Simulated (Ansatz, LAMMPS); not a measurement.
**Liquid Zn38Se23S15 at 2420 K (76 atoms): a single point**

What does DFT give for liquid Zn38Se23S15 at 2420 K (76 atoms) as built?

Main program and level: Ansatz 0.2.0; Kohn-Sham DFT, PBEsol, PAW (set soft_2), plane waves.

## Step 1: The structure

The cell holds 76 atoms: 38 Zn, 23 Se and 15 S. Its edges and angles: a = 11.922 Å, b = 11.922 Å, c = 11.922 Å, α = 90.0°, β = 90.0°, γ = 90.0°. 76 atoms (38 Zn, 23 Se, 15 S) placed at random at 4.69 g/cm³, melted at 2500 K for 10 ps at fixed volume with the Stillinger-Weber II-VI potential (Zhou et al., Phys. Rev. B 88, 085309 (2013)). Snapshot at the end of a hold of 5 ps at 2420 K and fixed volume.

What the set-up can't give: The network of bonds at the start is that of the classical potential that made the cell, and needn't be the one that DFT or experiment would give. Sampling is at Γ alone, for a cell whose shortest periodic width is 12 Å.

## Step 2: How the cell was made

A classical potential supplies the starting structure, since it reaches far longer times than DFT.

This step: classical MD, Stillinger-Weber II-VI potential (Zhou et al., Phys. Rev. B 88, 085309 (2013)) (LAMMPS 22 Jul 2025 - Update 4).

Input file in.lmp:

```
# melt-quench of Zn38Se23S15
units metal
atom_style atomic
boundary p p p
region box block 0 11.9218 0 11.9218 0 11.9218
create_box 3 box
mass 1 65.3800   # Zn
mass 2 78.9710   # Se
mass 3 32.0600   # S
create_atoms 1 random 38 259206 NULL overlap 2.03 maxtry 2000
create_atoms 2 random 23 259213 NULL overlap 2.03 maxtry 2000
create_atoms 3 random 15 259220 NULL overlap 2.03 maxtry 2000
pair_style sw
pair_coeff * * CdTeZnSeHgS0.sw Zn Se S
neigh_modify delay 0 every 1 check yes
thermo_style custom step time temp pe press density
thermo_modify norm yes
timestep 0.001
thermo 100
min_style cg
minimize 1e-4 1e-4 200 2000
reset_timestep 0
velocity all create 2500 259207 mom yes dist gaussian
fix lim all nve/limit 0.05
fix lan all langevin 2500 2500 0.1 259208 zero yes
thermo 500
run 1000 post no
unfix lim
unfix lan
thermo 1666
fix md all nvt temp 2500 2500 0.1
run 10000 post no
unfix md
thermo 1000
fix md all nvt temp 2500 2420 0.1
run 3000 post no
unfix md
compute msd all msd com yes
thermo 1250
fix md all nvt temp 2420 2420 0.1
run 5000 post no
print "== T2420: mean square displacement over the hold $(c_msd[4]:%.2f) A^2"
unfix md
uncompute msd
write_dump all custom T2420.dump id type xs ys zs modify sort id
```

On the command line:

```sh
> lmp -in in.lmp -log none -nocite
```

Numbers of over 12 decimals in the logs are rounded to 6 here.

The program printed:

```text
LAMMPS (22 Jul 2025 - Update 4)
Created orthogonal box = (0 0 0) to (11.9218 11.9218 11.9218)
Created 38 atoms
Created 23 atoms
Created 15 atoms
   Step          Time           Temp          PotEng         Press         Density
         0   0              0              0.87228655     613186.15      4.6860124
       100   0.1            0             -2.2801611      16846.774      4.6860124
       128   0.128          0             -2.2982593      16914.251      4.6860124
Loop time of 0.0428111 s on 1 MPI rank(s) for 128 steps with 76 atoms
Minimization stats:
  Stopping criterion = energy tolerance
  Energy initial, next-to-last, final =
     0.872286550930809  -2.29805772912016  -2.29825932246383
  Force two-norm initial, final = 139.98394 0.51306016
  Iterations, force evaluations = 128 205
   Step          Time           Temp          PotEng         Press         Density
         0   0              2500          -2.2982593      32192.005      4.6860124
       500   0.5            2679.7342     -1.8941544      36290.587      4.6860124
      1000   1              2650.9627     -1.9387632      40395.326      4.6860124
Loop time of 0.21495 s on 1 MPI rank(s) for 1000 steps with 76 atoms
   Step          Time           Temp          PotEng         Press         Density
      1000   1              2650.9627     -1.9387632      40395.325      4.6860124
      1666   1.666          2706.7768     -1.9377232      63645.724      4.6860124
      3332   3.332          1952.3312     -1.9574542      44670.945      4.6860124
      4998   4.998          2601.1354     -1.9452064      36092.699      4.6860124
      6664   6.664          3035.2578     -1.9188772      47858.289      4.6860124
      8330   8.33           2445.7645     -1.9541511      33044.97       4.6860124
[... 2 lines left out ...]
Loop time of 2.15063 s on 1 MPI rank(s) for 10000 steps with 76 atoms
   Step          Time           Temp          PotEng         Press         Density
[... 4 lines left out ...]
Loop time of 0.641043 s on 1 MPI rank(s) for 3000 steps with 76 atoms
   Step          Time           Temp          PotEng         Press         Density
[... 2 lines left out ...]
     16250   16.25          2442.7199     -1.9399549      34480.814      4.6860124
     17500   17.5           2236.1901     -2.0017311      23604.753      4.6860124
     18750   18.75          2623.6496     -1.9449354      8877.4014      4.6860124
     19000   19             2240.5895     -1.9424994      15518.248      4.6860124
Loop time of 1.0774 s on 1 MPI rank(s) for 5000 steps with 76 atoms
== T2420: mean square displacement over the hold 25.43 A^2
```

Elapsed: 4.3 s, on 1 thread of Intel Xeon Platinum 8259CL at 2.50GHz (Skylake/Cascade Lake), shared host; peak memory 0.081 GiB.

## Step 3: Plane-wave single point

The electrons are solved once, with the atoms held.

Input file input.yaml:

```yaml
crystal:
  lattice:
    - [11.9218, 0.0, 0.0]
    - [0.0, 11.9218, 0.0]
    - [0.0, 0.0, 11.9218]
  atoms:
    - { symbol: Zn, position: [0.78652, 0.22571, 0.89844] }
    - { symbol: Zn, position: [0.37792, 0.90041, 0.89186] }
    - { symbol: Zn, position: [0.13831, 0.75579, 0.60497] }
    - { symbol: Zn, position: [0.86054, 0.86086, 0.0379] }
    - { symbol: Zn, position: [0.60619, 0.84602, 0.01287] }
    - { symbol: Zn, position: [0.54685, 0.93248, 0.2137] }
    - { symbol: Zn, position: [0.39822, 0.19435, 0.4766] }
    - { symbol: Zn, position: [0.0075, 0.52461, 0.49682] }
    - { symbol: Zn, position: [0.64138, 0.82669, 0.58277] }
    - { symbol: Zn, position: [0.25324, 0.25914, 0.83899] }
    - { symbol: Zn, position: [0.492, 0.26515, 0.11959] }
    - { symbol: Zn, position: [0.27188, 0.60916, 0.00479] }
    - { symbol: Zn, position: [0.06121, 0.6204, 0.18378] }
    - { symbol: Zn, position: [0.92471, 0.12886, 0.61396] }
    - { symbol: Zn, position: [0.164, 0.3058, 0.15908] }
    - { symbol: Zn, position: [0.72497, 0.29364, 0.43725] }
    - { symbol: Zn, position: [0.6298, 0.4335, 0.0525] }
    - { symbol: Zn, position: [0.78027, 0.17434, 0.1566] }
    - { symbol: Zn, position: [0.0553, 0.04379, 0.81421] }
    - { symbol: Zn, position: [0.49247, 0.48232, 0.86445] }
    - { symbol: Zn, position: [0.91972, 0.36982, 0.28651] }
    - { symbol: Zn, position: [0.97374, 0.79789, 0.81387] }
    - { symbol: Zn, position: [0.48577, 0.13708, 0.87589] }
    - { symbol: Zn, position: [0.07605, 0.89228, 0.27636] }
    - { symbol: Zn, position: [0.5494, 0.77763, 0.73932] }
    - { symbol: Zn, position: [0.18973, 0.29644, 0.49307] }
    - { symbol: Zn, position: [0.29497, 0.74432, 0.18619] }
    - { symbol: Zn, position: [0.92074, 0.94988, 0.42441] }
    - { symbol: Zn, position: [0.47763, 0.37026, 0.33482] }
    - { symbol: Zn, position: [0.83268, 0.49689, 0.03808] }
    - { symbol: Zn, position: [0.36648, 0.11522, 0.21842] }
    - { symbol: Zn, position: [0.39551, 0.86674, 0.44207] }
    - { symbol: Zn, position: [0.59818, 0.27155, 0.67688] }
    - { symbol: Zn, position: [0.12103, 0.4094, 0.73837] }
    - { symbol: Zn, position: [0.20502, 0.98617, 0.54664] }
    - { symbol: Zn, position: [0.94451, 0.45836, 0.85434] }
    - { symbol: Zn, position: [0.76099, 0.63814, 0.29381] }
    - { symbol: Zn, position: [0.40832, 0.58208, 0.56167] }
    - { symbol: Se, position: [0.56018, 0.67418, 0.43788] }
    - { symbol: Se, position: [0.23295, 0.50233, 0.44536] }
    - { symbol: Se, position: [0.70316, 0.41235, 0.26031] }
    - { symbol: Se, position: [0.45067, 0.59689, 0.20303] }
    - { symbol: Se, position: [0.85662, 0.99665, 0.86671] }
    - { symbol: Se, position: [0.76617, 0.87395, 0.21472] }
    - { symbol: Se, position: [0.51485, 0.3871, 0.53435] }
    - { symbol: Se, position: [0.367, 0.0726, 0.66095] }
    - { symbol: Se, position: [0.21037, 0.75258, 0.355] }
    - { symbol: Se, position: [0.74383, 0.07626, 0.35381] }
    - { symbol: Se, position: [0.3318, 0.93488, 0.10993] }
    - { symbol: Se, position: [0.79866, 0.3221, 0.71551] }
    - { symbol: Se, position: [0.33679, 0.80536, 0.68318] }
    - { symbol: Se, position: [0.31167, 0.55892, 0.73585] }
    - { symbol: Se, position: [0.21486, 0.09982, 0.36484] }
    - { symbol: Se, position: [0.66607, 0.60725, 0.77261] }
    - { symbol: Se, position: [0.33092, 0.38159, 0.98686] }
    - { symbol: Se, position: [0.10838, 0.06539, 0.13197] }
    - { symbol: Se, position: [0.16015, 0.77069, 0.91661] }
    - { symbol: Se, position: [0.86187, 0.75973, 0.61909] }
    - { symbol: Se, position: [0.65521, 0.06036, 0.64292] }
    - { symbol: Se, position: [0.75163, 0.54087, 0.51557] }
    - { symbol: Se, position: [0.51698, 0.01717, 0.39665] }
    - { symbol: S, position: [0.58186, 0.29915, 0.87661] }
    - { symbol: S, position: [0.97215, 0.32669, 0.49563] }
    - { symbol: S, position: [0.60031, 0.10455, 0.08854] }
    - { symbol: S, position: [0.07048, 0.44568, 0.04573] }
    - { symbol: S, position: [0.59247, 0.96435, 0.84679] }
    - { symbol: S, position: [0.94884, 0.5643, 0.31854] }
    - { symbol: S, position: [0.82178, 0.67526, 0.92415] }
    - { symbol: S, position: [0.20977, 0.07191, 0.94142] }
    - { symbol: S, position: [0.96924, 0.20208, 0.03913] }
    - { symbol: S, position: [0.03006, 0.59365, 0.70224] }
    - { symbol: S, position: [0.01172, 0.2461, 0.77902] }
    - { symbol: S, position: [0.50217, 0.63993, 0.98936] }
    - { symbol: S, position: [0.32401, 0.31607, 0.6629] }
    - { symbol: S, position: [0.01915, 0.95359, 0.62326] }
    - { symbol: S, position: [0.04175, 0.79246, 0.10666] }
kpoints:
  mp_grid: { grid: [1, 1, 1] }
hamiltonian:
  xc: pbesol
scf:
  occupations: { method: gaussian, width: 0.05 }
output:
  forces: true
  stress: true
  populations: true
  dos:
    method: { smearing: { sigma: 0.15 } }
    de: 0.1
    projected: { site_lists: { S: [S], Se: [Se], Zn: [Zn] } }
  eigenvalues: true
  write_density: true
  write_potential: true
  volumetric_format: npy
```

On the command line:

```sh
> ansatz run input.yaml --threads 8 --pin off --max-ram 15872MiB --backend cpu --events-out ev --progress --plain --runs-dir out
```

The program printed:

```text
Engine: ansatz 0.2.0, x86_64-unknown-linux-gnu
Pseudopotentials: kind: paw
Pseudopotential: Zn, paw, valence charge 12, recommended cutoff 420 eV (normal), Zn.paw.azcp
Pseudopotential: Se, paw, valence charge 16, recommended cutoff 420 eV (normal), Se.paw.azcp
Pseudopotential: S, paw, valence charge 6, recommended cutoff 420 eV (normal), S.paw.azcp
Functional definition: PBEsol
  exchange = pbesol_x
  correlation = pbesol_c
Crystal: 76 atoms, lattice volume = 1694.437 Å³
Basis set: ecut = 420 eV, 33059 PW (Γ), exchange–correlation on 160×160×160 points (8 copies of the dense FFT grid, shifted against one another)
Bands: 549, of which v1, the nominal top of the filled ones, is band 457 counted from 1 (456 counted from 0)
Symmetry: 1 space group operations
Space group: P1 (ITA 1), of the structure as read, at distance tolerance 1.2e-4 Å
k-points: 1
Non-local potential: Zn, projectors of the file, l = 0: 2, l = 1: 2, l = 2: 3, l = 3: 1
[...]
atom   7  Zn     0.10294339    -0.39261460     0.13106581
  atom   8  Zn     0.54408192    -0.12640563     1.04544783
[...]
atom  13  Zn     0.41732431    -0.44546399    -0.93281216
  atom  14  Zn    -0.40968099     1.10961166     0.40499822
[...]
atom  75  S      1.15798268     0.54528343    -0.35335144
  atom  76  S     -0.15764392     0.19276102    -0.27850869
  max |Σ_I F_I| component: 3.67e-5 eV/Å
--- Stress (GPa, compression-positive) ---
       -5.185929      -0.068449      -1.023189
       -0.068449      -6.890721      -0.083798
       -1.023189      -0.083798      -3.773873
  P = ⅓ Tr σ = -5.2835 GPa (-52.835 kbar)
--- Band table (eV) ---
  k-point 0: bands = ["-41.7805", "-41.7780", "-41.6327", "-41.6007", [... 533 levels ...], "12.0794", "12.1772", "12.2222", "12.2349", "12.2997", "12.3441", "12.3675", "12.4267", "12.4612", "12.4989", "12.5612", "12.6273"]
--- Löwdin populations: 76 sites ---
  site symbol       q [e]
     0     Zn     10.9930
     1     Zn     11.0089
     2     Zn     11.0960
[...]
75      S      6.7823
  spilling = 0.009954 (of n_electrons = 914.000000)
[key lines of the parts left out:]
SCF converged after 17 iterations
Free energy (F): -262700.633998 eV
Fermi energy:    6.819876 eV
```

It took 25 s on 8 threads of Intel Xeon Platinum 8259CL at 2.50GHz (Skylake/Cascade Lake), shared host; peak memory 2.8 GiB; 3 min of CPU time.

Read from the output:

| Item | Value |
| --- | --- |
| free energy | -262700.6340 eV |
| free energy per atom | -3456.5873 eV/atom |
| SCF cycles | 17 |
| pressure | -5.284 GPa |
| r.m.s. force component | 0.5859 eV/Å |
| longest force | 2.403 eV/Å |
| Fermi energy | 6.82 eV |
| levels partly filled by over 2 per cent | 3 |
| spilling of the projection | 0.009954 |

Length of the force by element:

```
element  coordination  atoms  mean length of the force (eV/Å)  spread  least  most
      S           all     15                             1.16   0.571  0.266  2.19
     Se           all     23                            0.942   0.540  0.260  2.40
     Zn           all     38                            0.758   0.341  0.268  1.81
```

Density of states as counts of states in windows of 1 eV (from the Fermi level), total and the larger projections:

```
from (eV)  to (eV)  total   Zn d  Se p   S p  Zn s  Se s
      -14      -13   29.7    0.5   0.5   0.2   2.6  15.6
      -13      -12   30.5    0.7   0.5   0.3   1.3  16.4
      -12      -11   11.8    0.3   0.2   0.2   0.3   7.5
      -11       -9    0.0    0.0   0.0   0.0   0.0   0.0
       -9       -8    0.6    0.5   0.0   0.0   0.0   0.0
       -8       -7  230.1  218.5   3.8   4.7   2.3   0.3
       -7       -6  153.5  146.7   2.1   1.8   1.8   0.5
       -6       -5   33.0    4.8   9.0   8.3   9.4   0.7
       -5       -4   36.0    2.4  13.4  11.4   6.9   0.7
       -4       -3   36.9    1.7  16.6  12.9   3.5   0.5
       -3       -2   47.3    1.7  24.2  16.0   2.8   0.4
       -2       -1   41.1    1.0  22.3  11.4   3.6   0.4
       -1        0   29.4    0.4  16.1   5.9   4.3   0.3
        0        1   30.0    0.3  11.1   5.6   8.6   0.3
        1        2   26.3    0.1   6.3   3.5   9.8   0.2
        2        3   27.3    0.1   3.9   2.6   8.1   0.2
        3        4   31.2    0.1   2.1   1.3   3.4   0.1
        4        5   36.6    0.0   1.5   0.9   1.9   0.0
```

Between -26 and -14 eV lie 4 more states.

The stored curve holds about 684 of the 914 electrons; the rest, give or take the few that broadening carries across the Fermi level, lie in deeper levels below its range.

The levels nearest the highest filled one (over half full), pooled over k-points and spins:

```
level less the highest filled one (eV)  occupation
                                -0.361           2
                                -0.312           2
                                -0.252           2
                                -0.113           2
                               -0.0279        1.77
                                     0        1.31
                                0.0191       0.892
                                0.0925       0.027
                                 0.167           0
                                 0.176           0
                                 0.282           0
                                 0.312           0
```

Electrostatic potential energy in the ac plane at fractional y = 0.060, with atoms of Zn and Se and S within 0.2 Å of it. With pseudopotentials it is smooth inside the atoms' cores, unlike the true potential.

Ten even steps from '0' (-19 eV) to '9' (11 eV), each cell a mean:
```
9999720003899999999999999999999999
9998710002799988778999999998767899
6445752126899886457889999986323688
1000488789999987567778999986323686
0000389999999998888889999998767885
3102689999988889999999999999999987
8778899999632247999975457999999988
8899999997335425999732432799988778
7899999997324425999624652699985346
8899987778632358999842323799975346
8999874468888899999987678999987778
9999876578999999999999999999998889
9999987788999998756799999999999889
9999974347899986222379975457898889
9999832223799985132268732422799999
9999832323799997422478624542699999
9999974346888888888899842224799999
9999988888753468999999987678999999
9875578998620047899999999999999999
8522226898742368999888999989999999
8325523899887889997423689988999999
8413314899999999985000389999999999
9864457899999999996201589999999999
9998874358999999999877899999999999
```
Columns run along a (11.9 Å; values clipped at the 3rd and 97th percentile), rows up along c (11.9 Å). Atoms in or near the plane, at fractional coordinates: Zn at (0.06, 0.81), Se at (0.37, 0.66), Se at (0.74, 0.35), Se at (0.11, 0.13), Se at (0.66, 0.64), S at (0.21, 0.94).

Valence density in the ac plane at fractional y = 0.060, with atoms of Zn and Se and S within 0.2 Å of it. It is the smooth field of the valence electrons, not physical close to the nuclei.

Ten steps, logarithmic in the rise over the least value, from '0' (0 e/Å³) to '9' (30 e/Å³), each cell a mean:
```
0000123232100000000000000000000000
0001233232100000010000000001111100
1221123222100001111111000012232111
3674211110000001111111000012232111
4885200000000000001111000001111111
2442100000011110000001000000000001
0110000001134321000012221000000000
1000000001369842100125763100000111
1100000001368742100138984200001221
1100001111223321000125652100001221
0000011111111100000011111000000111
0000001110000000000000000000000000
0000001111000001122100000000000000
0000012221100012344210012221100000
0000124652100012465311135763110000
0000124652100001233211137974200000
0000012221110001111100124542100000
0000001111112210000000011111000000
0011111000123310000000000000000000
0135531100122210000111000000000000
1269962100011100001222210000000000
1247742100000000012333210000000000
0112221100000000001232210000000000
0000122221000000001111100000000000
```
Columns run along a (11.9 Å), rows up along c (11.9 Å). Atoms in or near the plane, at fractional coordinates: Zn at (0.06, 0.81), Se at (0.37, 0.66), Se at (0.74, 0.35), Se at (0.11, 0.13), Se at (0.66, 0.64), S at (0.21, 0.94).

Within 0.4 eV of the Fermi level the largest share is Se p (52 % of the projected weight).

## Step 4: Structure statistics

These statistics describe the geometry on which the runs were made.

Density 4.69 g/cm³, 22.30 Å³ an atom.

g(r), total and by pair (bins of 0.2 Å):

```csv
r (Å),total,Zn-Zn,Zn-Se,Zn-S,Se-Se,Se-S,S-S
2.10,0.05,0.00,0.00,0.25,0.00,0.00,0.00
2.30,0.65,0.19,0.56,2.17,0.00,0.00,0.00
2.50,1.60,0.29,2.44,3.66,0.00,0.59,0.00
2.70,1.90,1.03,2.84,3.29,0.00,1.06,0.00
2.90,1.17,0.56,1.58,1.54,0.91,1.37,0.00
3.10,1.09,1.35,1.29,0.74,1.32,0.41,1.21
3.30,0.82,1.20,0.71,0.33,0.94,1.08,0.54
3.50,1.07,1.38,0.76,0.97,1.26,0.96,1.97
3.70,1.18,1.09,0.96,0.69,2.23,1.86,1.31
3.90,1.13,1.10,1.31,0.70,1.33,1.03,1.96
4.10,0.94,1.23,0.95,0.35,1.36,0.83,1.46
4.30,1.03,0.99,0.75,0.70,1.51,1.58,2.25
4.50,0.92,1.11,0.76,0.76,0.90,1.26,0.89
4.70,0.98,1.13,1.05,1.01,0.79,0.44,1.38
4.90,0.93,0.86,0.80,1.18,0.54,1.31,1.00
5.10,0.84,1.15,0.92,0.45,0.69,0.83,0.69
5.30,0.99,0.96,0.76,1.38,1.54,0.56,0.85
5.50,0.92,0.81,0.97,1.29,0.58,0.84,0.40
5.70,1.04,0.89,1.02,1.23,1.17,0.78,1.66
5.90,0.93,0.75,1.18,0.96,0.81,0.73,0.86
```

Local excerpt of 13 atoms (numbers count through the whole input) about Se48, which bears the longest force; x, y, z are measured from there.

```csv
atom,x,y,z,distance (Å),Fx,Fy,Fz (eV/Å)
Se48,0.00,0.00,0.00,0.00,1.11,2.06,0.54
Zn18,0.43,1.17,-2.35,2.66,0.36,-0.40,0.08
Zn28,2.11,-1.51,0.84,2.73,0.09,-0.03,-0.55
Zn16,-0.22,2.59,0.99,2.79,0.14,-0.28,0.11
Se61,-2.70,-0.70,0.51,2.84,-0.55,-0.15,-0.17
Se44,0.27,-2.41,-1.66,2.94,-0.78,-1.50,-0.11
Zn6,-2.35,-1.71,-1.67,3.35,0.05,0.43,-0.51
Se59,-1.06,-0.19,3.45,3.61,0.38,0.22,-0.16
S64,-1.71,0.34,-3.16,3.61,0.16,0.54,-0.04
Zn14,2.16,0.63,3.10,3.83,-0.41,1.11,0.41
Zn21,2.10,3.50,-0.80,4.16,-0.06,0.03,0.66
Se41,-0.48,4.01,-1.11,4.19,0.43,-0.36,-0.21
Zn9,-1.22,-2.98,2.73,4.22,1.15,0.40,-1.33
```

## Step 5: What came out

```
free energy per atom       : -3456.5873 eV/atom
pressure                   : -5.284 GPa
r.m.s. force component     : 0.5859 eV/Å
wall time of the 1 DFT run : 25 s
```

In words: 3 levels are partly filled, by over 2 % (at Γ alone): no clear gap opens at this level.

Caveats: The force components of 0.59 eV/Å r.m.s. come partly from thermal motion and partly from the difference between the classical potential and DFT. The stress is far from hydrostatic: its diagonal is -5.2, -6.9, -3.8 GPa, compression counted positive. The pressure of -5.3 GPa is that of one thermal frame, in which the classical model's bond lengths enter as well as the volume, without the kinetic term.

[Logs are printed without paths, hosts, clocks, repeated set-up lines and the standing remarks that a program may print on its own settings, such as how far it seeks lower states.]

[Hosts, paths, dates, database ids (printed as entryN), source tags and the programs' standing remarks are cut or masked in the printed files.]
